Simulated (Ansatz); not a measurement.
# Where In_Al puts its levels in the gap of AlN (F-43m)

Aim: at which Fermi levels does In_Al in AlN (F-43m) change its charge? The model is a cell of 54 host atoms with 1 Al taken out and 1 In put in.

Program: Ansatz 0.2.0. Level of theory: place-levels on r2SCAN runs: charge-transition levels and formation energies with image-charge correction and potential alignment at the atomic sites; PAW set soft_1. Results are calculated unless marked as measured.

### 1. The starting structure

The cell holds 54 atoms: 26 Al, 27 N and 1 In. Cell: a = 9.269 Å, b = 9.269 Å, c = 9.269 Å, α = 60.0°, β = 60.0°, γ = 60.0°. It derives from AlN (space group F-43m). Nearest the centre at fractional (0.333, 0.667, 0.667): In35 at 0.00 Å, N34 at 1.89 Å, N30 at 1.89 Å, N18 at 1.89 Å, N36 at 1.89 Å, Al23 at 3.09 Å, Al31 at 3.09 Å, Al5 at 3.09 Å.

Coordinates:

```xyz
54
Lattice="0.0000 6.5542 6.5542 6.5542 0.0000 6.5542 6.5542 6.5542 0.0000" Properties=species:S:1:pos:R:3 pbc="T T T"
Al    0.0000    0.0000    0.0000
N     1.0924    1.0924    1.0924
Al    2.1847    2.1847    0.0000
N     3.2771    3.2771    1.0924
Al    4.3695    4.3695    0.0000
N     5.4618    5.4618    1.0924
Al    2.1847    0.0000    2.1847
N     3.2771    1.0924    3.2771
Al    4.3695    2.1847    2.1847
N     5.4618    3.2771    3.2771
Al    6.5542    4.3695    2.1847
N     7.6466    5.4618    3.2771
Al    4.3695    0.0000    4.3695
N     5.4618    1.0924    5.4618
Al    6.5542    2.1847    4.3695
N     7.6466    3.2771    5.4618
Al    8.7389    4.3695    4.3695
N     9.8313    5.4618    5.4618
Al    0.0000    2.1847    2.1847
N     1.0924    3.2771    3.2771
Al    2.1847    4.3695    2.1847
N     3.2771    5.4618    3.2771
Al    4.3695    6.5542    2.1847
N     5.4618    7.6466    3.2771
Al    2.1847    2.1847    4.3695
N     3.2771    3.2771    5.4618
Al    4.3695    4.3695    4.3695
N     5.4618    5.4618    5.4618
Al    6.5542    6.5542    4.3695
N     7.6466    7.6466    5.4618
Al    4.3695    2.1847    6.5542
N     5.4618    3.2771    7.6466
Al    6.5542    4.3695    6.5542
N     7.6466    5.4618    7.6466
In    8.7389    6.5542    6.5542
N     9.8313    7.6466    7.6466
Al    0.0000    4.3695    4.3695
N     1.0924    5.4618    5.4618
Al    2.1847    6.5542    4.3695
N     3.2771    7.6466    5.4618
Al    4.3695    8.7389    4.3695
N     5.4618    9.8313    5.4618
Al    2.1847    4.3695    6.5542
N     3.2771    5.4618    7.6466
Al    4.3695    6.5542    6.5542
N     5.4618    7.6466    7.6466
Al    6.5542    8.7389    6.5542
N     7.6466    9.8313    7.6466
Al    4.3695    4.3695    8.7389
N     5.4618    5.4618    9.8313
Al    6.5542    6.5542    8.7389
N     7.6466    7.6466    9.8313
Al    8.7389    8.7389    8.7389
N     9.8313    9.8313    9.8313
```

The host's dielectric constants go in as inputs: 4.64 for the electrons alone, 8.51 with the ions, computed on the host (DFPT, PBEsol, on the r2SCAN cell), and a cell off the functional's own equilibrium shifts the ionic part.

The cell's shortest repeat is 9.3 Å.

### 2. The runs of each charge state

Levels follow from differences of total energies between charge states, each relaxed by itself.

Random displacements of about 0.05 Å break the site symmetry at the start, so that the relaxation can reach a distorted minimum if there is one. Forces are taken at one point at (¼, ¼, ¼). The cell holds 1 electron more than the neutral one, with a uniform background that keeps it neutral on the whole. The electron count is odd, so at least one spin is unpaired; this run locks the moment at 1 μB.

The sampling was tested on the host first: at the k-points planned (1x1x1 shifted 0.25 0.25 0.25) its energy lies 0.045 eV an atom from the dense-mesh value, so the final energies take a denser sampling.

One state's input; the others differ in charge, spin, start and seed, and in occupations where the table says so.

File qm1_M1.relax/input.yaml:

```yaml
crystal:
  lattice:
    - [0.0, 6.55418986, 6.55418986]
    - [6.55418986, 0.0, 6.55418986]
    - [6.55418986, 6.55418986, 0.0]
  atoms:
    - { symbol: Al, position: [0.0, 0.0, 0.0] }
    - { symbol: "N", position: [0.08333333, 0.08333333, 0.08333333] }
    - { symbol: Al, position: [0.0, 0.0, 0.33333333] }
    - { symbol: "N", position: [0.08333333, 0.08333333, 0.41666667] }
    - { symbol: Al, position: [0.0, 0.0, 0.66666667] }
    - { symbol: "N", position: [0.08333333, 0.08333333, 0.75] }
    - { symbol: Al, position: [0.0, 0.33333333, 0.0] }
    - { symbol: "N", position: [0.08333333, 0.41666667, 0.08333333] }
    - { symbol: Al, position: [0.0, 0.33333333, 0.33333333] }
    - { symbol: "N", position: [0.08333333, 0.41666667, 0.41666667] }
    - { symbol: Al, position: [0.0, 0.33333333, 0.66666667] }
    - { symbol: "N", position: [0.08333333, 0.41666667, 0.75] }
    - { symbol: Al, position: [0.0, 0.66666667, 0.0] }
    - { symbol: "N", position: [0.08333333, 0.75, 0.08333333] }
    - { symbol: Al, position: [0.0, 0.66666667, 0.33333333] }
    - { symbol: "N", position: [0.08333333, 0.75, 0.41666667] }
    - { symbol: Al, position: [0.0, 0.66666667, 0.66666667] }
    - { symbol: "N", position: [0.08333333, 0.75, 0.75] }
    - { symbol: Al, position: [0.33333333, 0.0, 0.0] }
    - { symbol: "N", position: [0.41666667, 0.08333333, 0.08333333] }
    - { symbol: Al, position: [0.33333333, 0.0, 0.33333333] }
    - { symbol: "N", position: [0.41666667, 0.08333333, 0.41666667] }
    - { symbol: Al, position: [0.33333333, 0.0, 0.66666667] }
    - { symbol: "N", position: [0.41666667, 0.08333333, 0.75] }
    - { symbol: Al, position: [0.33333333, 0.33333333, 0.0] }
    - { symbol: "N", position: [0.41666667, 0.41666667, 0.08333333] }
    - { symbol: Al, position: [0.33333333, 0.33333333, 0.33333333] }
    - { symbol: "N", position: [0.41666667, 0.41666667, 0.41666667] }
    - { symbol: Al, position: [0.33333333, 0.33333333, 0.66666667] }
    - { symbol: "N", position: [0.41666667, 0.41666667, 0.75] }
    - { symbol: Al, position: [0.33333333, 0.66666667, 0.0] }
    - { symbol: "N", position: [0.41666667, 0.75, 0.08333333] }
    - { symbol: Al, position: [0.33333333, 0.66666667, 0.33333333] }
    - { symbol: "N", position: [0.41666667, 0.75, 0.41666667] }
    - { symbol: In, position: [0.33333333, 0.66666667, 0.66666667] }
    - { symbol: "N", position: [0.41666667, 0.75, 0.75] }
    - { symbol: Al, position: [0.66666667, 0.0, 0.0] }
    - { symbol: "N", position: [0.75, 0.08333333, 0.08333333] }
    - { symbol: Al, position: [0.66666667, 0.0, 0.33333333] }
    - { symbol: "N", position: [0.75, 0.08333333, 0.41666667] }
    - { symbol: Al, position: [0.66666667, 0.0, 0.66666667] }
    - { symbol: "N", position: [0.75, 0.08333333, 0.75] }
    - { symbol: Al, position: [0.66666667, 0.33333333, 0.0] }
    - { symbol: "N", position: [0.75, 0.41666667, 0.08333333] }
    - { symbol: Al, position: [0.66666667, 0.33333333, 0.33333333] }
    - { symbol: "N", position: [0.75, 0.41666667, 0.41666667] }
    - { symbol: Al, position: [0.66666667, 0.33333333, 0.66666667] }
    - { symbol: "N", position: [0.75, 0.41666667, 0.75] }
    - { symbol: Al, position: [0.66666667, 0.66666667, 0.0] }
    - { symbol: "N", position: [0.75, 0.75, 0.08333333] }
    - { symbol: Al, position: [0.66666667, 0.66666667, 0.33333333] }
    - { symbol: "N", position: [0.75, 0.75, 0.41666667] }
    - { symbol: Al, position: [0.66666667, 0.66666667, 0.66666667] }
    - { symbol: "N", position: [0.75, 0.75, 0.75] }
  host:
    repeats: [3, 3, 3]
    atoms:
      - { symbol: Al, position: [0.0, 0.0, 0.0] }
      - { symbol: "N", position: [0.25, 0.25, 0.25] }
total_charge: -1
basis:
  ecutwfc: 500
  xc_grid: 2
hamiltonian:
  xc: r2scan
  pseudopotentials: { kind: paw, azcp: { folder: soft_1 } }
kpoints:
  mp_grid: { grid: [1, 1, 1], shift: [0.25, 0.25, 0.25] }
magnetization:
  spin_polarized: true
  initial_magnetization: 1
  spin_locking: { lock_magnetization: hard }
scf:
  occupations: { method: fixed }
  max_iter: 60
output:
  forces: true
  charged_corrections:
    epsilon: 4.64
    static_epsilon: 8.51
    defect_position: [0.333333, 0.666667, 0.666667]
relax:
  f_tol: 0.02
  max_steps: 80
  random_displacement: { amplitude: 0.05, seed: 3251 }
checkpoint:
  write: "../qm1_M1.relax.run"
  compress: false
  write_wavefunctions: true
  write_every: 100000
```

Started as:

```bash
$ ansatz run input.yaml --threads 4 --pin off --max-ram 7536MiB --backend cpu --events-out ev --progress --plain --runs-dir out
```

Defect states can disperse in a cell of this size, so the energy is taken again at a 2×2×2 shifted mesh, on the relaxed structure.

The run of this state that the levels use, under r2SCAN:

File qm1_M1.point/input.yaml:

```yaml
crystal:
  checkpoint: "../qm1_M1.relax.run"
  host: checkpoint
total_charge: -1
basis:
  ecutwfc: 500
  xc_grid: 2
hamiltonian:
  xc: r2scan
  pseudopotentials: { kind: paw, azcp: { folder: soft_1 } }
kpoints:
  mp_grid: { grid: [2, 2, 2], shift: [0.5, 0.5, 0.5] }
magnetization:
  spin_polarized: true
  initial_magnetization: 1
  spin_locking: { lock_magnetization: hard }
scf:
  occupations: { method: fermi_dirac, width: 0.01 }
  max_iter: 60
output:
  forces: true
  eigenvalues: true
  charged_corrections:
    epsilon: 4.64
    static_epsilon: 8.51
    defect_position: [0.333333, 0.666667, 0.666667]
  eigenstates: { localisation: true }
  populations: true
  efg: {}
  band_densities: [{ bands: [v1, v1] }, { bands: [c1, c1] }]
  write_density: true
  write_potential: true
  volumetric_format: npy
  elf: true
checkpoint:
  read: "../qm1_M1.relax.run"
  write: "../qm1_M1.point.run"
  compress: false
  write_wavefunctions: false
  write_every: 100000
```

Relaxations under r2SCAN at one point at (¼, ¼, ¼); times on 4 threads of Arm Neoverse V1, shared host:

| charge | moment (μB) | occupations | outcome | steps | largest displacement against the far atoms (Å) | time |
| --- | --- | --- | --- | --- | --- | --- |
| −1 | 1 | fixed | converged | 6 | 0.21 | 2.1 min |
| 0 | 0 | fixed | converged | 5 | 0.20 | 44 s |
| +1 | 1 | fixed | converged | 7 | 0.23 | 2.7 min |

Single points under r2SCAN at a 2×2×2 shifted mesh; times on 4 threads of Arm Neoverse V1, shared host:

```
charge  moment (μB)  occupations    outcome     time
    −1            1  fermi-dirac  converged  2.1 min
     0            0  fermi-dirac  converged     46 s
    +1            1  fermi-dirac  converged    2 min
```

Distances (Å) from In35 to the nearest atoms after relaxation with r2SCAN:

| charge | moment (μB) | 1. | 2. | 3. | 4. | 5. | 6. |
| --- | --- | --- | --- | --- | --- | --- | --- |
| −1 | 1 | N 2.08 | N 2.09 | N 2.09 | N 2.09 | Al 3.11 | Al 3.11 |
| 0 | 0 | N 2.08 | N 2.08 | N 2.08 | N 2.09 | Al 3.12 | Al 3.12 |
| +1 | 1 | N 2.07 | N 2.07 | N 2.08 | N 2.14 | Al 3.10 | Al 3.11 |

### 3. place-levels, r2SCAN

A charged cell interacts with its images and the background, and its potential has another zero than the host's. place-levels removes the first by a point-charge model, screened by the static dielectric constant since the ions have relaxed around the charge, and the second by comparing potentials at atoms far from the defect.

The host is a run of the defect-free crystal in the same cutoffs, grids and k-points, so that basis and sampling errors cancel in part in the differences. The host is run in a cell of 2 atoms on a matching mesh. Its band edges are searched through the zone by a band path, so the gap is smaller than, or equal to, that on the mesh. Chemical potentials are energies per atom of Al (fcc) and In (body-centred tetragonal), run with the same functional and cutoff.

File levels.point.yaml:

```yaml
host:
  run: host.point.run
states: [qm1_M1.point.run, q0.point.run, qp1_M1.point.run]
geometry_from:
  qm1_M1.point.run: qm1_M1.relax.run
  q0.point.run: q0.relax.run
  qp1_M1.point.run: qp1_M1.relax.run
  host.point.run: host.relax.run
chemical_potentials:
  Al:
    energy: -540.418346
    dataset: <sha256 of the dataset>
  In:
    energy: -5611.882005
    dataset: <sha256 of the dataset>
epsilon: 4.64
static_epsilon: 8.51
vertical:
  - { from: qm1_M1.point.run, to: qm1_M1.point_neutral.run }
  - { from: qp1_M1.point.run, to: qp1_M1.point_neutral.run }
```

Started as:

```bash
$ ansatz place-levels levels.point.yaml -- --threads 4 --pin off --max-ram 7536MiB
```

Numbers of over 12 decimals in the logs are rounded to 6 here.

What it wrote:

```text
[... repeated set-up lines and file paths are left out, and long positions are rounded to six places ...]
(+1/0) 0.046 eV beneath the valence edge (-0.143 eV without the band-filling correction), in the valence band
(0/-1) 4.674 eV above the valence edge (+4.868 eV without the band-filling correction), in the conduction band
formation energy of charge +1: +3.835 eV with the Fermi level at the valence edge
formation energy of charge 0: +3.789 eV with the Fermi level at the valence edge
formation energy of charge -1: +8.463 eV with the Fermi level at the valence edge
vertical -1 to 0: no energy, since no alignment is typed
  the change from vertical[0].from (qm1_M1.point.run) to vertical[0].to (qm1_M1.point_neutral.run): by its potential at epsilon 4.64 it stands at 0.917 0.584 0.250, with an rms radius of about 2.6 Å (1.5 1.5 1.5 Å across the planes of the cell's vectors); [...]
vertical +1 to 0: no energy, since no alignment is typed
  the change from vertical[1].from (qp1_M1.point.run) to vertical[1].to (qp1_M1.point_neutral.run): by its potential at epsilon 4.64 it stands at 0.425 0.756 0.758, with an rms radius of about 3.0 Å (1.4 2.2 1.4 Å across the planes of the cell's vectors); [...]
  edges by r2scan, gap 3.918 eV; the host is sampled to repeats of 18.54 Å
  the defect's cells are sampled to repeats of 18.54 Å, like sampling
  charge +1: -30142.0665 eV with its correction of +0.526 eV, at epsilon 8.51, aligned at sites: +0.2297 eV, mean over 19 atomic sites at or beyond 4.63 Å from the host's site at [0.3332, 0.6666, 0.6666] by the defect at [0.3333, 0.6667, 0.6667], with [...]
  charge 0: +0.000 eV for its dipole among its images, +0.000 omitted
  charge -1: -30123.9405 eV with its correction of -0.098 eV, at epsilon 8.51, aligned at sites: +0.3943 eV, mean over 19 atomic sites at or beyond 4.63 Å from the host's site at [0.3332, 0.6666, 0.6666] by the defect at [0.3333, 0.6667, 0.6667], with [...]
  of states[2] (qp1_M1.point.run): it parts from the run at its places by a charge that spreads by about 2.2 Å along one vector (1.3 Å or more is wide), by its potential at epsilon 4.64, taken for that of held ions (one typed too small widens it), where the [...]
  of states[1] (q0.point.run): its alignment with the host at atomic sites is doubtful: the mean over the far sites moves by +0.1482 eV from their farther parts to their nearer, more than 0.05 eV. [...]
  of states[0] (qm1_M1.point.run): it parts from the run at its places by a charge that spreads by about 1.5 Å along one vector (1.3 Å or more is wide), by its potential at epsilon 4.64, taken for that of held ions (one typed too small widens it), where the [...]
  of vertical[0].from (qm1_M1.point.run): its displacements don't fall off away from the defect: farther atoms stand 0.017 Å off the host's places. [...]
  of vertical[0].to (qm1_M1.point_neutral.run): its displacements don't fall off away from the defect: farther atoms stand 0.017 Å off the host's places. [...]
  of vertical[1].from (qp1_M1.point.run): stability_check_not_made; [...]
```

Wall time 0.34 s (4 threads of Arm Neoverse V1, shared host).

Levels between the charges placed, in eV above the valence top:

```
        gap (eV)  (+1/0)  (0/−1)
r2SCAN      3.92   -0.05    4.67
```

Corrections by state:

| charge | moment (μB) | image terms and alignment (eV) | band filling (eV) | ε used | over the lowest of its charge, as the program ranks them, band filling apart (eV) |
| --- | --- | --- | --- | --- | --- |
| +1 | 1.0 | 0.526 | -0.097 | 8.51 | 0.000 |
| 0 | 0.0 | 0.000 | - | - | 0.000 |
| −1 | 1.0 | -0.098 | -0.194 | 8.51 | 0.000 |

The charged structures listed were also run neutral, and place-levels reads from each pair, by the potential or the spins, how wide the charge is by which they differ; that can be the carrier of either run.

```csv
charge,rms radius (Å),spread where it is widest against the cell (Å),wide from (Å),reading
+1,3.0,2.25,1.31,wide
−1,2.6,1.50,1.31,wide
```

The neutral runs of these pairs need not share the spin of the lowest neutral state, and very wide values only mean spread over the cell.

From the program's caveats on the states, each cut to its opening words:

- charge +1 (1 μB): it parts from the run at its places by a charge that spreads by about 2.2 Å along one vector (1.3 Å or more is wide), by its potential at epsilon 4.64, taken [...]
- charge +1 (1 μB): a band-filling correction moves a carrier to the host's band edge, which changes its energy by -0.097 eV
- charge +1 (1 μB): the host's ions (past the first shell or, of a walk that freed a part, those that it held) aren't shown at rest: they stand up to 0.064 Å off their sites, 1.66 [...]
- charge +1 (1 μB), −1 (1 μB): flagged: stability check not made
- charge 0: its alignment with the host at atomic sites is doubtful: the mean over the far sites moves by +0.1482 eV from their farther parts to their nearer, more than [...]
- charge −1 (1 μB): it parts from the run at its places by a charge that spreads by about 1.5 Å along one vector (1.3 Å or more is wide), by its potential at epsilon 4.64, taken [...]
- charge −1 (1 μB): a band-filling correction moves a carrier to the host's band edge, which changes its energy by -0.194 eV
- charge −1 (1 μB): its alignment with the host at atomic sites is doubtful: the mean over the far sites moves by +0.1224 eV from their farther parts to their nearer, more than [...]
- charge −1 (1 μB): the host's ions (past the first shell or, of a walk that freed a part, those that it held) aren't shown at rest: they stand up to 0.126 Å off their sites, 1.67 [...]
- charge −1 (1 μB): its displacements don't fall off away from the defect: farther atoms stand 0.017 Å off the host's places

Formation energies (eV), elemental references (Δμ(Al) = 0.00 eV, Δμ(In) = 0.00 eV):

```
charge  Fermi level at the valence top  at the conduction bottom
    +1                            3.83                      7.75
     0                            3.79                      3.79
    −1                            8.46                      4.54
```

### 4. Effect of the sampling

The relaxations' own energies give the levels at their sampling, for comparison.

File levels.relax_mesh.yaml:

```yaml
host:
  run: host.relax.run
states: [qm1_M1.relax.run, q0.relax.run, qp1_M1.relax.run]
chemical_potentials:
  Al:
    energy: -540.418346
    dataset: <sha256 of the dataset>
  In:
    energy: -5611.882005
    dataset: <sha256 of the dataset>
```

Started as:

```bash
$ ansatz place-levels levels.relax_mesh.yaml -- --threads 4 --pin off --max-ram 7536MiB
```

What it wrote:

```text
[...]
formation energy of charge +1: +3.863 eV with the Fermi level at the valence edge
formation energy of charge 0: +3.806 eV with the Fermi level at the valence edge
formation energy of charge -1: +8.358 eV with the Fermi level at the valence edge
  edges by r2scan, gap 3.870 eV; the host is sampled to repeats of 9.27 Å
[... the lines on each state left out ...]
```

Run time: 0.11 s. Hardware: 4 threads.

Levels between neighbouring charges, in eV above the valence top:

```csv
,gap (eV),(+1/0),(0/−1)
"one point at (¼, ¼, ¼)",3.87,-0.06,4.55
a 2×2×2 shifted mesh,3.92,-0.05,4.67
```

Going from one point at (¼, ¼, ¼) to a 2×2×2 shifted mesh moves formation energies against the elements by up to 0.10 eV; band-filling terms, which differ between samplings, are in these energies.

### 5. Outcome

| Quantity | Value |
| --- | --- |
| gap of the host | 3.92 eV (r2SCAN) |
| level (plus 1/0) | 0.05 eV below the valence top (-0.14 eV above the valence top without the band-filling term) |
| level (0/minus 1) | 4.67 eV above the valence top, past the conduction bottom (4.87 eV above the valence top without the band-filling term) |
| lowest of the charges placed, just above the valence top (0.02 eV) | 0 |
| lowest of the charges placed, just below the conduction bottom (0.02 eV) | 0 |
| lowest formation energy at mid-gap of the charges run, elemental references | 3.79 eV |

**Reading.** Of the charges placed (−1, 0 and +1), 0 is the lowest from 0.02 eV above the valence top to 0.02 eV below the conduction bottom, a gap of 3.92 eV. States placed: +1 at 1 μB; 0 at 0 μB; −1 at 1 μB. Other spin states or structures, where not listed, weren't placed. The program finds carriers beyond a band edge of the host and adds a band-filling term at charge −1 (-0.19 eV) and +1 (-0.10 eV); steps to such a charge show no bound level, and a defect level inside a band would be read the same way. In is taken at its element; compounds, which aren't counted here, bound the chemical potentials and would shift these formation energies. Going from one point at (¼, ¼, ¼) to a 2×2×2 shifted mesh moves formation energies against the elements by up to 0.10 eV; band-filling terms, which differ between samplings, are in these energies. The program doubts the alignment of potentials for at least one state, a sign that the cell is small. Limits: r2SCAN makes the gap too small and tends to spread out bound carriers; where a gas molecule sets a chemical potential or the host's formation energy, its binding is uncorrected; spin–orbit coupling, which can matter with heavy atoms, is left out; force components of up to 0.36 eV/Å remain in a run at the final settings.

[Logs are printed without paths, hosts, clocks, repeated set-up lines and the standing remarks that a program may print on its own settings, such as how far it seeks lower states.]

[Hosts, paths, dates, database ids (printed as entryN), source tags and the programs' standing remarks are cut or masked in the printed files.]

[Where a table of states has a column of steps, it counts the stored structures, which are thinned; the runs took as many ionic steps or more.]

[A defect's name tells the site on which it was built; relaxed atoms can leave that site.]

[For some hosts the program warned that the k-mesh of the response run may be too coarse for force constants and the static dielectric constant; such warnings are not shown here.]
